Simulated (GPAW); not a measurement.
## How ScAl3 absorbs and reflects light

Aim: the dielectric function of ScAl3, and the optical constants that follow from it.

Program: GPAW 26.7.0. Level of theory: DFT, PBE, plane-wave PAW (GPAW data sets), scalar-relativistic, RPA, optical limit. Results are calculated unless marked as measured.

This is a report of a sequence of runs, with most program output left out.

## 1. Set-up

The structure is cubic, space group Pm-3m (No. 221). The conventional cell has a = 4.088 Å, b = 4.088 Å, c = 4.088 Å, α = 90.00°, β = 90.00°, γ = 90.00°. Nearest to Sc lie 12 Al at 2.89 Å. Al has 8 Al at 2.89 Å and 4 Sc at 2.89 Å nearest. Farther neighbours are not listed.

## 2. Ground state

The self-consistent density comes first; it also tells whether there is a gap, which decides the occupations and the need for a Drude term.

This step: DFT, PBE, plane-wave PAW (GPAW data sets), scalar-relativistic, ground state (GPAW 26.7.0).

Input file gs.py:

```python
from ase import Atoms
from ase.dft.bandgap import bandgap
from gpaw import GPAW, PW, FermiDirac

atoms = Atoms(['Sc', 'Al', 'Al', 'Al'],
              cell=[[4.087806570000, 0.000000000000, 0.000000000000],
                    [0.000000000000, 4.087806570000, 0.000000000000],
                    [0.000000000000, 0.000000000000, 4.087806570000]],
              scaled_positions=[[0.000000000000, 0.000000000000, 0.000000000000],
                                [0.500000000000, 0.500000000000, 0.000000000000],
                                [0.000000000000, 0.500000000000, 0.500000000000],
                                [0.500000000000, 0.000000000000, 0.500000000000]],
              pbc=[True, True, True])
atoms.calc = GPAW(mode=PW(500), xc='PBE', kpts={'size': (6, 6, 6), 'gamma': True},
                  occupations=FermiDirac(0.05), maxiter=150, txt='gs.txt')
print('energy (eV)', atoms.get_potential_energy())
print('Fermi level (eV)', atoms.calc.get_fermi_level())
print('valence electrons', atoms.calc.get_number_of_electrons())
print('gap (eV)', bandgap(atoms.calc, output=None)[0])
print('direct gap (eV)', bandgap(atoms.calc, direct=True, output=None)[0])
atoms.calc.write('gs.gpw')
```

Run with:

```console
$ OMP_NUM_THREADS=1 python gs.py
```

Run time: 12 s. Hardware: 1 thread of Arm Neoverse V2, shared host; peak memory 0.16 GiB.

Numbers from this step:

* energy: -17.69 eV
* Fermi energy: 7.497 eV
* electrons: 20

There are states at the Fermi level within the smearing, so the occupations stay smeared and the carriers get a Drude term.

## 3. Bands for the response

At the fixed density, many empty bands are solved on the mesh of the response, since the spectrum sums over them.

This step: DFT, PBE, plane-wave PAW (GPAW data sets), scalar-relativistic, bands at fixed density (GPAW 26.7.0).

Input file nscf.py:

```python
from ase.dft.bandgap import bandgap
from gpaw import GPAW, FermiDirac

calc = GPAW('gs.gpw').fixed_density(kpts={'size': (11, 11, 11), 'gamma': True}, nbands=66, convergence={'bands': 60},
                                    occupations=FermiDirac(0.05), txt='nscf.txt')
print('gap (eV)', bandgap(calc, output=None)[0])
print('direct gap (eV)', bandgap(calc, direct=True, output=None)[0])
print('top band over the Fermi level (eV)', min(calc.get_eigenvalues(kpt=k)[59] for k in range(len(calc.get_ibz_k_points()))) - calc.get_fermi_level())
calc.write('full.gpw', mode='all')
```

Run with:

```console
$ OMP_NUM_THREADS=1 python nscf.py
```

Wall time 3.1 min (1 thread); peak memory 0.28 GiB.

## 4. Dielectric function, RPA

Transitions between filled and empty bands, summed over the zone, give the optical response, so mesh, band count and broadening shape it.

The induced potential is part of this response.

This step: DFT, PBE, plane-wave PAW (GPAW data sets), scalar-relativistic, RPA, optical limit (GPAW 26.7.0).

Input file df.py:

```python
from gpaw.response.df import DielectricFunction

df = DielectricFunction('full.gpw', frequencies={'type': 'nonlinear', 'domega0': 0.03, 'omega2': 8},
                        ecut=50,
                        eta=0.15,
                        nbands=60,
                        rate=0.05,
                        txt='df.txt')
for direction in ['x']:
    df.get_dielectric_function(xc='RPA', direction=direction, filename=f'df_{direction}.csv')
```

Run with:

```console
$ OMP_NUM_THREADS=1 python df.py
```

Wall time 24 s (1 thread); peak memory 0.32 GiB.

Sum at mesh points, not converged in k. Im ε, E ∥ x against photon energy; read off at these points:

| photon energy (eV) | Im ε, E ∥ x |
| --- | --- |
| 0.50 | 37.0 |
| 1.00 | 22.5 |
| 1.50 | 20.2 |
| 1.80 | 34.5 |
| 2.00 | 30.7 |
| 2.50 | 21.3 |
| 3.00 | 17.6 |
| 3.50 | 12.2 |
| 4.00 | 13.1 |
| 4.50 | 13.0 |
| 5.00 | 9.35 |
| 5.50 | 6.97 |
| 6.00 | 5.66 |
| 6.50 | 3.37 |
| 7.00 | 2.58 |
| 7.50 | 1.89 |
| 8.00 | 1.36 |
| 8.50 | 0.890 |
| 9.00 | 0.728 |
| 9.50 | 0.640 |
| 10.00 | 0.502 |
| 10.50 | 0.428 |
| 11.00 | 0.325 |
| 11.50 | 0.288 |
| 12.00 | 0.205 |
| 12.50 | 0.168 |
| 13.00 | 0.147 |
| 13.50 | 0.133 |

Values under 1 per cm are given as 1; sum at mesh points, not converged in k. The absorption coefficient, E ∥ x by photon energy:

photon energy (eV), log10 absorption coefficient, E ∥ x (1/cm) and a bar from the least value:
```
    0.492        5.7 ######
    1.010        5.6 ##
    1.486        5.5 
    1.985        5.9 ###############
    2.508        6.0 ##################
    3.018        6.0 #####################
    3.510        6.0 ####################
    3.980        6.0 ######################
    4.516        6.1 ##########################
    4.981        6.2 ############################
    5.515        6.2 #############################
    6.021        6.2 ##############################
    6.494        6.2 #############################
    6.985        6.2 #############################
    7.496        6.2 ############################
    8.026        6.2 ############################
    8.516        6.2 ############################
    9.023        6.2 ##########################
    9.483        6.1 ##########################
   10.026        6.1 #########################
   10.519        6.1 ########################
   11.029        6.1 #######################
   11.479        6.1 #######################
   12.023        6.0 ######################
   12.504        6.0 ####################
   13.000        6.0 ##################
   13.512        5.9 ################
```

Sum at mesh points, not converged in k. Table of loss function −Im 1/ε at q → 0, E ∥ x by energy loss; read off at these points:

```csv
energy loss (eV),"loss function −Im 1/ε at q → 0, E ∥ x"
0.5,0.00388
1.0,0.0413
1.5,0.0351
2.0,0.0326
2.5,0.0453
3.0,0.0498
3.5,0.0748
4.0,0.0742
4.5,0.0681
5.0,0.0673
5.5,0.0747
6.0,0.0711
6.5,0.0771
7.0,0.0806
7.5,0.0934
8.0,0.0926
8.5,0.0911
9.0,0.119
9.5,0.141
10.0,0.162
10.5,0.199
11.0,0.225
11.5,0.263
12.0,0.298
12.5,0.391
13.0,0.598
13.5,0.947
```

Sum at mesh points, not converged in k. Im ε, E ∥ x against photon energy; read off at these points:

```csv
photon energy (eV),without local fields,with local fields
0.50,37.1,37.0
1.00,22.8,22.5
1.50,20.7,20.2
1.80,35.3,34.5
2.00,31.3,30.7
2.50,21.9,21.3
3.00,18.1,17.6
3.50,12.7,12.2
4.00,13.7,13.1
4.50,13.5,13.0
5.00,9.25,9.35
5.50,6.67,6.97
6.00,5.29,5.66
6.50,3.15,3.37
7.00,2.38,2.58
7.50,1.71,1.89
8.00,1.16,1.36
8.50,0.751,0.890
9.00,0.641,0.728
9.50,0.548,0.640
10.00,0.438,0.502
10.50,0.345,0.428
11.00,0.271,0.325
11.50,0.236,0.288
12.00,0.178,0.205
12.50,0.154,0.168
13.00,0.132,0.147
13.50,0.120,0.133
```

Sum at mesh points, not converged in k. Reflectivity at normal incidence, E ∥ x against photon energy; read off at these points:

| photon energy (eV) | reflectivity at normal incidence, E ∥ x (%) |
| --- | --- |
| 0.500 | 92.6 |
| 0.750 | 79.5 |
| 1.000 | 61.2 |
| 1.250 | 50.1 |
| 1.500 | 48.8 |
| 1.750 | 57.9 |
| 2.000 | 60.5 |
| 2.250 | 59.8 |
| 2.500 | 58.7 |
| 2.750 | 57.1 |
| 3.000 | 60.1 |
| 3.250 | 57.4 |
| 3.500 | 53.0 |
| 3.750 | 50.7 |
| 4.000 | 50.6 |
| 4.250 | 53.5 |
| 4.500 | 55.2 |
| 4.750 | 61.0 |
| 5.000 | 61.6 |
| 5.250 | 62.8 |
| 5.500 | 62.8 |
| 5.750 | 62.9 |
| 6.000 | 66.3 |
| 6.250 | 69.7 |
| 6.500 | 69.7 |
| 6.750 | 69.9 |
| 7.000 | 71.3 |
| 7.250 | 72.6 |
| 7.500 | 71.5 |
| 7.750 | 73.1 |
| 8.000 | 74.5 |
| 8.250 | 75.9 |
| 8.500 | 78.0 |
| 8.578 | 78.3 |
| 8.750 | 76.9 |
| 9.000 | 76.3 |
| 9.250 | 74.5 |
| 9.500 | 75.2 |
| 9.750 | 76.4 |
| 10.000 | 75.6 |
| 10.250 | 75.8 |
| 10.500 | 74.7 |
| 10.750 | 75.7 |
| 10.881 | 77.0 |
| 11.000 | 76.1 |
| 11.250 | 73.4 |
| 11.500 | 75.6 |
| 11.750 | 77.4 |
| 12.000 | 77.9 |
| 12.250 | 77.0 |
| 12.500 | 77.5 |
| 12.750 | 77.2 |
| 13.000 | 75.3 |
| 13.250 | 73.5 |
| 13.500 | 72.3 |
| 13.750 | 71.5 |

From ε follow the optical constants at some laser and lamp lines:

```csv
wavelength (nm),n,k,R (%),1/α
633,4.02,3.924,60.4,13 nm
532,3.22,3.741,59.5,11 nm
450,2.98,3.467,57.2,10 nm
405,2.36,3.480,59.7,9.3 nm
365,2.12,2.992,54.6,9.7 nm
308,2.35,2.810,50.8,8.7 nm
248,1.52,3.079,61.6,6.4 nm
```

A polished face would reflect 60 % of daylight and look light grey (CIE x = 0.317, y = 0.333 under D65).

## 5. What came out

**Reading.** At this level (PBE, RPA) ScAl3 is a metal. The mesh is too coarse to trust the carriers' weight, the reflectivity or the colour to better than tens of per cent. A polished face would reflect 60 % of daylight and look light grey (CIE x = 0.317, y = 0.333 under D65). The carriers' damping of 0.05 eV is typed, not computed; it shapes the response at the lowest energies. In this version of GPAW the matrix elements of the optical limit are incomplete, which can lower ε − 1 by up to a tenth where first-row anions or d states rule, and shift it by more in d metals. GPAW's carrier term has the form −ωp²/(ω + i·rate)², which damps like twice the rate and fails at low energy, so the curves leave the lowest energies out. The sum runs over mesh points 0.14 Å⁻¹ apart with no interpolation, so peaks are partly noise of the mesh, and the Drude plasma energy, a sum over the Fermi surface, isn't converged.

[Machine, clock and banner lines and Python warnings are left out of the logs.]

[Logs are printed without paths, hosts, clocks, repeated set-up lines and the standing remarks that a program may print on its own settings, such as how far it seeks lower states.]

[Hosts, paths, dates, database ids (printed as entryN), source tags and the programs' standing remarks are cut or masked in the printed files.]
